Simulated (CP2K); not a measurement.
The C K edge of cyanooxirane was computed by TDDFT (CP2K XAS_TDP, aug-cc-pVDZ, TDA) at these levels: PBE, PBEh(45%) and PBEh(45%) + GW2X. The first three lines of C2 (bonded to C and N) with a strength over 0.0015, energy in eV and strength:

| run | first | second | third |
| --- | --- | --- | --- |
| 1 | 269.33 (0.015) | 269.83 (0.014) | 270.25 (0.005) |
| 2 | 282.18 (0.047) | 282.43 (0.054) | 286.48 (0.002) |
| 3 | 288.84 (0.046) | 289.09 (0.053) | 293.14 (0.002) |

Q: Which run is which?

Run 1: PBE (0 % exact exchange). Run 2: PBEh(45%) (45 % exact exchange). Run 3: PBEh(45%) + GW2X (45 % exact exchange). Self-interaction lifts the core level, so the uncorrected lines rise with the share of exact exchange. The GW2X run keeps the spacings of its parent: 0.25 eV between the first two lines in run 3, 0.25 eV in run 2. Its shift is +6.66 eV, since the Kohn–Sham level at this share of exchange lies that far above the quasiparticle level.

[Hosts, paths, dates, database ids (printed as entryN), source tags and the programs' standing remarks are cut or masked in the printed files.]
